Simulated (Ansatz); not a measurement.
**AgO (F-43m): following an unstable mode**

Aim: this structure of AgO (F-43m) is to be tested for unstable modes, and one is followed downhill.

Program: Ansatz 0.2.0. Level of theory: DFT PBEsol, scalar-relativistic, plane waves, PAW; PAW set soft_1. Results are calculated unless marked as measured.

Most raw output is cut from this account.

## (1) The starting structure

It takes space group F-43m (No. 216, cubic). Conventional cell: a = 4.950 Å, b = 4.950 Å, c = 4.950 Å, α = 90.00°, β = 90.00°, γ = 90.00°. Nearest to Ag lie 4 O at 2.14 Å. O has 4 Ag at 2.14 Å nearest. Farther neighbours and most contacts between anions are not listed.

## (2) Response at finite wavevector

The cell comes from relaxations at this level that are not shown. Stability and thermal properties need the whole zone. Linear response on a 4×4×4 q mesh gives force constants as far as a supercell of that size would.

Contents of input.yaml:

```yaml
crystal:
  lattice:
    - [0.0, 2.4749891092, 2.4749891092]
    - [2.4749891092, 0.0, 2.4749891092]
    - [2.4749891092, 2.4749891092, 0.0]
  atoms:
    - { symbol: Ag, position: [0.0, 0.0, 0.0] }
    - { symbol: O, position: [0.25, 0.25, 0.25] }
kpoints:
  mp_grid: { grid: [16, 16, 16] }
hamiltonian:
  xc: pbesol
  pseudopotentials: { kind: paw, azcp: { folder: soft_1 }, xc_functional: pbe }
scf:
  occupations: { method: methfessel_paxton, width: 0.2 }
output:
  eigenvalues: true
phonons:
  method: dfpt
  qmesh: [4, 4, 4]
  temperatures: { t_max: 1000, t_step: 50 }
  qpath:
    path:
      - [[0.0, 0.0, 0.0], [-0.5, -0.5, 0.0], [-0.375, -0.375, 0.25]]
      - [[-0.375, 0.0, 0.375], [0.0, 0.0, 0.0], [0.0, 0.0, 0.5], [-0.5, -0.25, 0.25], [-0.5, -0.5, 0.0]]
    npoints: 10
```

Command:

```sh
$ ansatz run input.yaml --threads 4 --pin off --max-ram 10240MiB --backend cpu --events-out ev --progress --plain --runs-dir out
```

Run time: 7 min. Hardware: 4 threads of Arm Neoverse V1, shared host; peak memory 4.3 GiB.

This step gave:

| Item | Value |
| --- | --- |
| volume per atom | 15.16 Å³ |
| gap on the k-mesh | 0 eV |
| sum-rule residual before enforcement | 7.66e-5 eV/Å² |
| lowest frequency on the path | -71.98 cm⁻¹ |
| point group | -43m |
| highest frequency on the path or at a solved wavevector | 372.9 cm⁻¹ |
| highest optical mode at the zone centre (no LO-TO term) | 201.6 cm⁻¹ |
| lowest optical zone-centre mode | 201.6 cm⁻¹ |
| lowest mode on the q mesh (acoustic modes at Γ apart) | -71.98 cm⁻¹ |

Frequencies (cm⁻¹) solved at each irreducible wavevector; negative means imaginary. Frequencies by wavevector, by row:

| q in reciprocal lattice units | star | mode 1 | mode 2 | mode 3 | mode 4 | mode 5 | mode 6 |
| --- | --- | --- | --- | --- | --- | --- | --- |
| 0 0 0 | 1 | 0 | 0 | 0 | 201.6 | 201.6 | 201.6 |
| 0 0 0.25 | 8 | -22 | -22 | 91.8 | 260.8 | 261.3 | 261.3 |
| 0 0 -0.5 | 4 | -37.5 | -37.5 | 133.3 | 292 | 292 | 372.9 |
| 0 0.25 0.25 | 6 | -30.7 | -30.7 | 110.7 | 257.7 | 276.7 | 276.7 |
| 0 0.25 -0.5 | 24 | -39.7 | -39.5 | 137.2 | 278.1 | 313.9 | 345.6 |
| 0 0.25 -0.25 | 12 | -57.6 | -31 | 127.9 | 266 | 283.8 | 326.7 |
| 0 -0.5 -0.5 | 3 | -54.3 | -54.3 | 146.9 | 235 | 338.5 | 338.5 |
| 0.25 -0.5 -0.25 | 6 | -72 | -32 | 140.8 | 284.1 | 315.3 | 346.3 |

Interpolated from a 4×4×4 q mesh. Phonon branches along the path, in cm⁻¹:

| point | branch 1 | branch 2 | branch 3 | branch 4 | branch 5 | branch 6 |
| --- | --- | --- | --- | --- | --- | --- |
| Γ | 0 | 0 | 0 | 202 | 202 | 202 |
| halfway | -31 | -31 | 111 | 258 | 277 | 277 |
| X | -54 | -54 | 147 | 235 | 338 | 338 |
| halfway | -55 | -52 | 146 | 250 | 336 | 341 |
| U | -53 | -46 | 144 | 274 | 324 | 345 |
| jump to K | -53 | -46 | 144 | 274 | 324 | 345 |
| halfway | -48 | -14 | 108 | 245 | 271 | 294 |
| Γ | 0 | 0 | 0 | 202 | 202 | 202 |
| halfway | -22 | -22 | 92 | 261 | 261 | 261 |
| L | -38 | -38 | 133 | 292 | 292 | 373 |
| halfway | -47 | -33 | 138 | 284 | 304 | 356 |
| W | -72 | -32 | 141 | 284 | 315 | 346 |
| halfway | -64 | -42 | 144 | 261 | 330 | 344 |
| X | -54 | -54 | 147 | 235 | 338 | 338 |

Symmetry leaves 8 wavevectors to solve. The lowest mode among them, the acoustic zeros apart, lies at q = (0.25, -0.5, -0.25) and is imaginary, 72.0i cm⁻¹, so the energy falls along it.

## (3) The mode frozen in, largest atomic shift 0 Å

The mode followed lies at q = (0, 0.25, -0.25) with frequency 57.6i cm⁻¹, one of the unstable modes though not the softest. At small amplitude the distorted cell has space group no. 25 by a symmetry search on the positions. The undistorted cell that holds it gives the zero of energy on the same k mesh.

System of this step: AgO. The structure is cubic, space group F-43m (No. 216). The conventional cell has a = 4.950 Å, b = 4.950 Å, c = 4.950 Å, α = 90.00°, β = 90.00°, γ = 90.00°. Nearest to Ag lie 4 O at 2.14 Å. Nearest to O lie 4 Ag at 2.14 Å. Farther neighbours and most contacts between anions are not listed.

input.yaml, the sections that differ from step 2:

```yaml
crystal:
  lattice:
    - [0.0, 2.4749891092, 2.4749891092]
    - [-4.9499782184, 0.0, 0.0]
    - [0.0, -4.9499782184, 4.9499782184]
  atoms:
    - { symbol: Ag, position: [0.0, 0.0, 0.0] }
    - { symbol: Ag, position: [0.0, 0.0, 0.5] }
    - { symbol: Ag, position: [0.5, 0.5, 0.25] }
    - { symbol: Ag, position: [0.5, 0.5, 0.75] }
    - { symbol: O, position: [0.5, 0.75, 0.0] }
    - { symbol: O, position: [0.5, 0.75, 0.5] }
    - { symbol: O, position: [0.0, 0.25, 0.25] }
    - { symbol: O, position: [0.0, 0.25, 0.75] }
kpoints:
  mp_grid: { grid: [10, 8, 6] }
output:
  forces: true
  stress: true
  eigenvalues: true
# hamiltonian, scf: as in step 2
# phonons: removed
```

The job ended after 20 s (4 threads; peak memory 0.81 GiB; 78 s of CPU time).

Numbers from this step:

| Quantity | Value |
| --- | --- |
| pressure | 0.001030 GPa |
| energy from the undistorted cell | 0 meV/atom |

The run ends at a pressure of 0.00 GPa, with forces up to 0.0055 eV/Å.

## (4) The mode frozen in, largest atomic shift 0.22 Å

The atoms are moved along the unstable eigenvector, the largest shift by 0.22 Å, with the cell fixed.

input.yaml, the sections that differ from step 3:

```yaml
crystal:
  lattice:
    - [0.0, 2.4749891092, 2.4749891092]
    - [-4.9499782184, 0.0, 0.0]
    - [0.0, -4.9499782184, 4.9499782184]
  atoms:
    - { symbol: Ag, position: [0.0, 0.0, 0.0214200314] }
    - { symbol: Ag, position: [0.0, 0.0, 0.4785799686] }
    - { symbol: Ag, position: [0.5, 0.5441025888, 0.25] }
    - { symbol: Ag, position: [0.5, 0.4558974112, 0.75] }
    - { symbol: O, position: [0.5, 0.75, -0.0314271063] }
    - { symbol: O, position: [0.5, 0.75, 0.5314271063] }
    - { symbol: O, position: [0.0, 0.274106376, 0.25] }
    - { symbol: O, position: [0.0, 0.225893624, 0.75] }
# kpoints, hamiltonian, scf, output: as in step 3
```

Wall time 26 s (4 threads); peak memory 0.82 GiB; 1.7 min of CPU time.

This step gave:

```
pressure                         : -1.977 GPa
energy from the undistorted cell : -5.243 meV/atom
```

The energy, extrapolated to zero smearing, is -5.24 meV/atom against the undistorted cell.

The run ends at a pressure of -1.98 GPa, with forces up to 0.41 eV/Å.

## (5) Energy along the mode, all amplitudes (two of the runs are shown above)

An imaginary frequency means negative curvature, so the energy should fall and then rise again as anharmonic terms take over.

Numbers from this step:

```yaml
depth_at_the_lowest_point_sampled: 5.243 meV/atom
largest_atomic_shift_at_that_point: 0.22 Å
```

Table of energy from the parent by largest atomic shift:

| largest atomic shift (Å) | energy from the parent (meV/atom) |
| --- | --- |
| 0.000 | 0 |
| 0.040 | -0.455 |
| 0.080 | -1.63 |
| 0.140 | -3.85 |
| 0.220 | -5.24 |
| 0.320 | 2.52 |
| 0.450 | 40.0 |

Displacement at unit largest shift by atom:

| atom | x (Å) | y (Å) | z (Å) | size |
| --- | --- | --- | --- | --- |
| Ag1 | 0.000 | -0.482 | 0.482 | 0.682 |
| Ag2 | 0.000 | 0.482 | -0.482 | 0.682 |
| Ag3 | -0.992 | 0.000 | 0.000 | 0.992 |
| Ag4 | 0.992 | 0.000 | 0.000 | 0.992 |
| O5 | 0.000 | 0.707 | -0.707 | 1.000 |
| O6 | 0.000 | -0.707 | 0.707 | 1.000 |
| O7 | -0.542 | 0.000 | 0.000 | 0.542 |
| O8 | 0.542 | 0.000 | 0.000 | 0.542 |

The lowest of the steps tried is at 0.22 Å, 5.24 meV/atom below the parent; the bottom of the well need not coincide with a step.

## (6) Relaxation from the frozen mode

Starting from the lowest point found, all atoms and the cell are let go, so that strain and other modes of the same symmetry can join in.

Edit input.yaml of step 4 so:

```diff
@@ -25 +25,6 @@
   eigenvalues: true
+relax:
+  adjacent_minimum: "off"
+  f_tol: 0.002
+  max_steps: 120
+  cell: { stress_tol: 0.03 }
```

Elapsed: 17 min, on 4 threads; peak memory 0.87 GiB; 67 min of CPU time.

Relaxation path (22 of 44):

| step | energy less that of the first step (eV) | largest force component (eV/Å) | pressure (GPa) | volume (Å³) |
| --- | --- | --- | --- | --- |
| 1 | 0.0000 | 0.4066 | -1.98 | 121.29 |
| 3 | -0.1935 | 0.4144 | 1.22 | 115.06 |
| 5 | -0.2857 | 0.3933 | 0.34 | 114.49 |
| 7 | -0.3211 | 0.0657 | -0.03 | 115.16 |
| 9 | -0.3300 | 0.0376 | 0.16 | 115.06 |
| 11 | -0.3688 | 0.2470 | -0.50 | 113.60 |
| 13 | -0.5237 | 0.2892 | -1.15 | 108.56 |
| 15 | -0.6482 | 0.5939 | 0.97 | 99.54 |
| 17 | -0.7236 | 0.5547 | -0.62 | 101.09 |
| 19 | -0.9172 | 0.5768 | -0.17 | 101.19 |
| 21 | -1.2632 | 0.2225 | -0.22 | 102.45 |
| 24 | -1.4658 | 0.2094 | -1.47 | 107.27 |
| 26 | -1.5998 | 0.1837 | -0.08 | 102.68 |
| 28 | -1.6884 | 0.1474 | 0.15 | 99.51 |
| 30 | -1.6969 | 0.0977 | -1.61 | 99.75 |
| 32 | -1.7203 | 0.0053 | 0.01 | 99.58 |
| 34 | -1.7203 | 0.0002 | 0.00 | 99.60 |
| 36 | -1.9419 | 0.0253 | 1.54 | 98.69 |
| 38 | -1.9675 | 0.0091 | 0.07 | 99.09 |
| 40 | -1.9674 | 0.0011 | 0.01 | 99.14 |
| 42 | -1.9726 | 0.0013 | 0.05 | 99.04 |
| 44* | -1.9725 | 0.0003 | 0.00 | 99.06 |

Relaxation steps marked * repeat the geometry before them on a plane-wave basis chosen anew for their cell, so energy and pressure can jump there. Other such steps can lie between the rows shown. Relaxation steps 16, 30 were tried and not accepted.

The run keeps the 4 symmetry operations that it works with, so distortions that break them were not tested.

| cell as run | before | after | change |
| --- | --- | --- | --- |
| a (Å) | 3.500 | 4.392 | +25.5 % |
| b (Å) | 4.950 | 3.428 | -30.7 % |
| c (Å) | 7.000 | 6.580 | -6.0 % |
| volume (Å³/atom) | 15.16 | 12.38 | -18.3 % |

The atoms that moved most (Å, as changes of fractional coordinates times the final cell):

| atom | dx | dy | dz | length |
| --- | --- | --- | --- | --- |
| O7 | -0.776 | 0.000 | 0.000 | 0.776 |
| Ag3 | 0.575 | 0.000 | 0.000 | 0.575 |
| O6 | -0.429 | 0.146 | -0.146 | 0.476 |
| O5 | -0.429 | -0.146 | 0.146 | 0.476 |
| Ag2 | 0.429 | -0.100 | 0.100 | 0.451 |
| Ag1 | 0.429 | 0.100 | -0.100 | 0.451 |
| Ag4 | 0.282 | 0.000 | 0.000 | 0.282 |
| O8 | -0.081 | 0.000 | 0.000 | 0.081 |

This step gave:

```yaml
pressure: -0.001600 GPa
volume_per_atom: 12.38 Å³
```

The distorted start has space group Pmm2; the relaxation ends in Pmma.

## (7) The new phase in its own primitive cell

The relaxed structure is symmetrised, reduced to its primitive cell and relaxed tightly, as its phonons need.

input.yaml, the sections that differ from step 6:

```yaml
crystal:
  lattice:
    - [6.5796769955, 0.0, 0.0]
    - [0.0, 4.3921136899, 0.0]
    - [0.0, 0.0, 3.4279956555]
  atoms:
    - { symbol: Ag, position: [0.0, 0.0, 0.0] }
    - { symbol: Ag, position: [0.5, 0.0, 0.0] }
    - { symbol: Ag, position: [0.25, 0.5, 0.4985201725] }
    - { symbol: Ag, position: [0.75, 0.5, 0.5014798275] }
    - { symbol: O, position: [0.0, 0.5, 0.0] }
    - { symbol: O, position: [0.5, 0.5, 0.0] }
    - { symbol: O, position: [0.25, 0.0, 0.3744639945] }
    - { symbol: O, position: [0.75, 0.0, 0.6255360055] }
kpoints:
  mp_grid: { grid: [6, 8, 10] }
relax:
  adjacent_minimum: "off"
  f_tol: 0.001
  max_steps: 60
  cell: { stress_tol: 0.01 }
# hamiltonian, scf, output: as in step 6
```

Elapsed: 92 s, on 4 threads; peak memory 0.79 GiB.

The steps of the relaxation:

| step | energy less that of the first step (eV) | largest force component (eV/Å) | pressure (GPa) | volume (Å³) |
| --- | --- | --- | --- | --- |
| 1 | 0.0000 | 0.0400 | -0.01 | 99.06 |
| 2 | -0.0006 | 0.0296 | -0.12 | 99.21 |
| 3 | -0.0006 | 0.0541 | 0.85 | 98.97 |
| 4 | -0.0014 | 0.0030 | -0.09 | 99.40 |
| 5 | -0.0015 | 0.0016 | -0.01 | 99.38 |
| 6 | -0.0015 | 0.0004 | 0.00 | 99.38 |
| 7* | -0.0023 | 0.0004 | 0.02 | 99.38 |
| 8 | -0.0022 | 0.0006 | 0.00 | 99.40 |
| 9* | -0.0023 | 0.0006 | 0.00 | 99.40 |

Relaxation steps marked * repeat the geometry before them on a plane-wave basis chosen anew for their cell, so energy and pressure can jump there. Relaxation step 3 was tried and not accepted.

The run keeps the 8 symmetry operations that it works with, so distortions that break them were not tested.

| conventional cell, symmetrised | before | after | change |
| --- | --- | --- | --- |
| a (Å) | 6.580 | 6.594 | +0.2 % |
| b (Å) | 4.392 | 4.365 | -0.6 % |
| c (Å) | 3.428 | 3.454 | +0.8 % |
| volume (Å³/atom) | 12.38 | 12.43 | +0.3 % |

The atoms that moved most (Å, as changes of fractional coordinates times the final cell):

| atom | dx | dy | dz | length |
| --- | --- | --- | --- | --- |
| O7 | 0.000 | 0.000 | -0.019 | 0.019 |
| O8 | 0.000 | 0.000 | 0.019 | 0.019 |

Final coordinates:

```
Ag O
1.0
     6.59394    0.00000    0.00000
     0.00000    4.36481    0.00000
     0.00000    0.00000    3.45377
Ag O
4 4
Direct
  0.00000 0.00000 0.00000
  0.50000 0.00000 0.00000
  0.25000 0.50000 0.49906
  0.75000 0.50000 0.50094
  0.00000 0.50000 0.00000
  0.50000 0.50000 0.00000
  0.25000 0.00000 0.36898
  0.75000 0.00000 0.63102
```

This step gave:

```yaml
pressure: -0.001227 GPa
volume_per_atom: 12.43 Å³
```

The largest force component left is 0.57 meV/Å and the pressure is -0.001 GPa, within the tolerances set. The cell now holds 12.43 Å³/atom.

## (8) The phases reached

The phases reached along the modes that were followed are set side by side.

Energies are those of the first relaxation, on the mesh of the frozen mode; space group, volume and gap are those of the last relaxation. Phases, by row:

| mode frozen in | space group | energy from parent (meV/atom) | volume (Å³/atom) | gap on mesh (eV) | lowest zone-centre optical mode (cm⁻¹) | largest shift (Å) |
| --- | --- | --- | --- | --- | --- | --- |
| parent | F-43m | 0 | 15.16 | 0 | – | – |
| q = (0.25, -0.5, -0.25), 72i cm⁻¹ | I-42m | -75.51 | 13.75 | 0 | -46.5 | 0.711 |
| q = (0, 0.25, -0.25), 58i cm⁻¹ | Pmma | -251.6 | 12.43 | 0 | – | 0.859 |

## (9) What came out

```yaml
unstable_mode_of_the_parent: q = (0, 0.25, -0.25), 58i cm⁻¹
depth_at_the_lowest_point_sampled: 5.24 meV/atom
largest_atomic_shift_at_that_point: 0.22 Å
space_group_reached_within_0p01_a: Pmma
energy_gained_over_the_parent_first_relaxation_on_the_mesh_of_the_frozen_mode: 252 meV/atom
volume_per_atom_phase_reached: 12.4 Å³
```

What this shows: From this start the structure relaxes into Pmma, 252 meV/atom below the parent. At the parent's cell the well is 5.243 meV/atom deep on the steps tried, with its lowest point at a shift of 0.22 Å. Relaxing atoms and cell changes the gain by +246.37 meV/atom against the lowest step (energies at zero smearing). Most of the total comes from this relaxation. The frozen pattern makes up only 2 % of the final shifts of the atoms, so other modes or strain give most of the change. The modes of the phase reached were not computed on this path. Of the 2 patterns followed to their end from this parent, this one reaches the lowest energy. Each path keeps the symmetry of its pattern, so a lower phase may lie along a pattern not tried. With no gap, or one that is small against the smearing, the frequencies hang on the k mesh and the smearing, most of all near Kohn anomalies. The phonon runs are without spin polarisation, although the cell has an odd electron count. The PAW files were made for PBE and serve the other functionals too.

[Logs are printed without paths, hosts, clocks, repeated set-up lines and the standing remarks that a program may print on its own settings, such as how far it seeks lower states.]

[Hosts, paths, dates, database ids (printed as entryN), source tags and the programs' standing remarks are cut or masked in the printed files.]
